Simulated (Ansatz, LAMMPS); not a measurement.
# Relaxing a frame of liquid N-methylformamide from 298 K (117 atoms), part 4 of 4

Wanted: the relaxed structure of a frame of liquid N-methylformamide from 298 K (117 atoms) and its electronic structure.

Ansatz 0.2.0; Kohn-Sham DFT, PBE+D4, PAW (set soft_2), plane waves.

The cell: 26 C, 13 N, 13 O and 65 H. The network of contacts between molecules at the start is that of the classical potential that made the cell. The Brillouin zone is sampled at Γ only, in a cell whose shortest periodic width is 11 Å.

So far, density (g/cm³): step 5 (distances and neighbours after relaxation) 1.00.

## 7. A run with a doubtful setting

A doubtful change is made on purpose, to see how the program answers.

This step: Kohn-Sham DFT, scan0x+D4, PAW (set soft_2), plane waves (Ansatz 0.2.0).

input.yaml reads:

```yaml
crystal:
  lattice:
    - [10.8355, 0.0, 0.0]
    - [0.0, 10.8355, 0.0]
    - [0.0, 0.0, 10.8355]
  atoms:
    [... the 117 atom lines of step 3 ...]
kpoints:
  mp_grid: { grid: [1, 1, 1] }
hamiltonian:
  xc: scan0x
  dispersion: d4
scf:
  occupations: { method: fermi_dirac, width: 0.05 }
  max_iter: 75
output:
  forces: true
```

Launch:

```
$ ansatz run input.yaml --threads 4 --pin off --max-ram 8192MiB --backend cpu --events-out ev --progress --plain --runs-dir out
```

Output:

```text
Error: YAML parse error: error: line 127 column 7: hamiltonian.xc: unknown variant `scan0x`, expected one of `lda`, `lda-pw`, `pw92`, `pbe`, `pbesol`, `rpbe`, `revpbe`, `blyp`, `pbe0`, `revpbe0`, `b3lyp`, `b3lyp5`, `hse06`, `wpbeh`, `hiss`, `lc_wpbe`, `cam_b3lyp`, `hf`, `r2scan`, `r2scanh`, `r2scan0`, `r2scan50`, `mr2scan`
   --> <input>:127:7
    |
125 |   mp_grid: { grid: [1, 1, 1] }
126 | hamiltonian:
127 |   xc: scan0x
    |       ^ hamiltonian.xc: unknown variant `scan0x`, expected one of `lda`, `lda-pw`, `pw92`, `pbe`, `pbesol`, `rpbe`, `revpbe`, `blyp`, `pbe0`, `revpbe0`, `b3lyp`, `b3lyp5`, `hse06`, `wpbeh`, `hiss`, `lc_wpbe`, `cam_b3lyp`, `hf`, `r2scan`, `r2scanh`, `r2scan0`, `r2scan50`, `mr2scan`
128 |   dispersion: d4
129 | scf:
    |
```

It took 0.04 s on 4 threads of Arm Neoverse N1, shared host; peak memory 0.021 GiB; 0.04 s of CPU time.

The program refused the input before any cycle.

The program's message: “Error: YAML parse error: error: line 127 column 7: hamiltonian.xc: unknown variant `scan0x`, expected one of `lda`, `lda-pw`, `pw92`, `pbe`, `pbesol`, `rpbe`, `revpbe`, `blyp`, `pbe0`, `revpbe0`, `b3l …”

The fault in the input: an unknown functional (hamiltonian.xc = "scan0x"). The fix is to type the functional by a name that the program lists.

## 8. Another setting: scf.occupations.method = "cold"

Changed here: scf.occupations.method = "cold".

This step: Kohn-Sham DFT, PBE+D4, PAW (set soft_2), plane waves (Ansatz 0.2.0).

input.yaml, the sections that differ from step 7:

```yaml
hamiltonian:
  xc: pbe
  dispersion: d4
scf:
  occupations: { method: cold, width: 0.05 }
output:
  forces: true
  stress: true
  populations: true
  dos:
    method: { smearing: { sigma: 0.15 } }
    de: 0.1
    projected: { site_lists: { C: [C], H: [H], "N": ["N"], O: [O] } }
  eigenvalues: true
# crystal, kpoints: as in step 7
```

Output:

```text
[...]
Crystal: 117 atoms, lattice volume = 1272.175 Å³
Basis set: ecut = 420 eV, 24837 PW (Γ), exchange–correlation on 150×150×150 points (8 copies of the dense FFT grid, shifted against one another)
Bands: 273, of which v1, the nominal top of the filled ones, is band 156 counted from 1 (155 counted from 0)
Symmetry: 1 space group operations
[...]
k-points: 1
[...]
SCF iter   1: F=—  HF=-19936.188785 eV  |F-HF|=—  |Δ(HF+E_count)|=         —  Δρ=6.42e-3  dr2=4.43e-1  ethr=1.77e-3  ⟨swp⟩=6.0  Hψ=1260  notcnv=0  defer=25
[...]
SCF iter   9: F=—  HF=-19936.117870 eV  |F-HF|=—  |Δ(HF+E_count)|=   3.46e-7  S|Δr|=    0.00e0  Δρ=6.62e-6  dr2=5.49e-7  ethr=6.04e-10  ⟨swp⟩=2.0  Hψ=319  notcnv=0  defer=110
SCF iter  10: F=-19936.117870 eV  HF=-19936.117870 eV  |F-HF|=3.15e-8  |Δ(HF+E_count)|=   5.42e-8  S|Δr|=    0.00e0  Δρ=2.37e-6  dr2=7.20e-8  ethr=3.21e-11  ⟨swp⟩=13.0  Hψ=1785  notcnv=0
SCF 1 converged in 10 iterations: F = -19936.117870 eV  dr2 = 7.20e-8
[...]
SCF converged after 10 iterations
Stability not checked: this state was not tested for a lower state beside it, because cold or Methfessel-Paxton smearing, or corrected tetrahedra, fill the levels in a way that the test cannot read (fill_not_monotonic; see scf.lower_state_search)
Free energy (F): -19936.117870 eV
[...]
Internal energy: -19936.117870 eV  (E = F + TS)
E sigma→0 (E₀):  -19936.117870 eV
Fermi energy:    1.234863 eV
Step filling:    the computed levels leave a gap of 4.3135 eV = 86.3 smearing widths at the electron count; against every level under it full and every level over it empty, smearing changes F+E_penalty+E_count by +0.00e0 meV and its σ→0 estimate by +0.00e0 meV
[...]
Σ components = -19936.117870   (vs F -19936.117870, Δ=0.00e0)
--- Forces (eV/Å), atoms counted from 1 ---
  atom   1  C     -1.88895599    -0.77184005    -0.63196104
  atom   2  N      0.39637297    -0.63727960     0.53691098
  atom   3  C     -1.30650657    -1.98904536    -0.30557118
  atom   4  O      0.94394955     0.70659932     0.09037027
[...]
atom 117  H      1.25163641     0.62861884     0.00359052
  max |Σ_I F_I| component: 2.55e-4 eV/Å
--- Stress (GPa, compression-positive) ---
        2.056388       0.316039       1.227088
        0.316038       2.043296      -0.530938
        1.227088      -0.530939       1.460757
  P = ⅓ Tr σ = 1.8535 GPa (18.535 kbar)
--- Band table (eV) ---
[...]
--- Löwdin populations: 117 sites ---
  site symbol       q [e]
     0      C      4.3499
     1      N      5.2561
     2      C      3.6801
[...]
116      H      0.8451
  spilling = 0.013972 (of n_electrons = 312.000000)
```

Run time: 28 s. Hardware: 4 threads; peak memory 1.3 GiB.

Geometry and reference: those of the single point at the start.

Forces differ from those of the single point at the start by 0 meV/Å r.m.s., 0 % of their size. It took 1.0 times the reference's time (shared host, so rough). The change had no effect here: energy, forces and cycles are those of the reference.

## 9. Results

```
energy change in the relaxation                  : -45.11 meV/atom
r.m.s. displacement                              : 0.996 Å
largest displacement                             : 2.251 Å
free energy per atom                             : -170.4393 eV/atom
pressure                                         : -0.2274 GPa
r.m.s. force component                           : 0.00369 eV/Å
gap (highest filled to lowest empty level) : 4.803 eV
wall time of the 4 DFT runs                      : 19 min
```

**Reading.** Relaxation lowers the energy by 45.1 meV/atom and moves atoms by 1.00 Å r.m.s.; the r.m.s. force component goes from 0.98 to 0.0037 eV/Å, the pressure goes from 1.9 to -0.23 GPa, and the gap from 4.31 to 4.80 eV. By the final cutoffs no bond was broken or made. From the first step to the last the energy fell by 5.277 eV, and the largest move was 2.25 Å (O112). The C-O bonds change most in mean length: from 1.216 Å (spread 0.020) to 1.246 Å (spread 0.004). With the cutoffs above, 50 % of C atoms have 3 and as many 4, all H atoms have 1, all N atoms have 3 and all O atoms have 1 bonded neighbour. Between filled and empty levels lie 4.80 eV (at Γ alone); a semilocal functional tends to put such gaps too low. In a disordered cell it changes from sample to sample and from frame to frame.

What to keep in mind: The network of contacts between molecules at the start is that of the classical potential that made the cell; in DFT atoms moved by 1.00 Å r.m.s.

[Logs are printed without paths, hosts, clocks, repeated set-up lines and the standing remarks that a program may print on its own settings, such as how far it seeks lower states.]

[Hosts, paths, dates, database ids (printed as entryN), source tags and the programs' standing remarks are cut or masked in the printed files.]
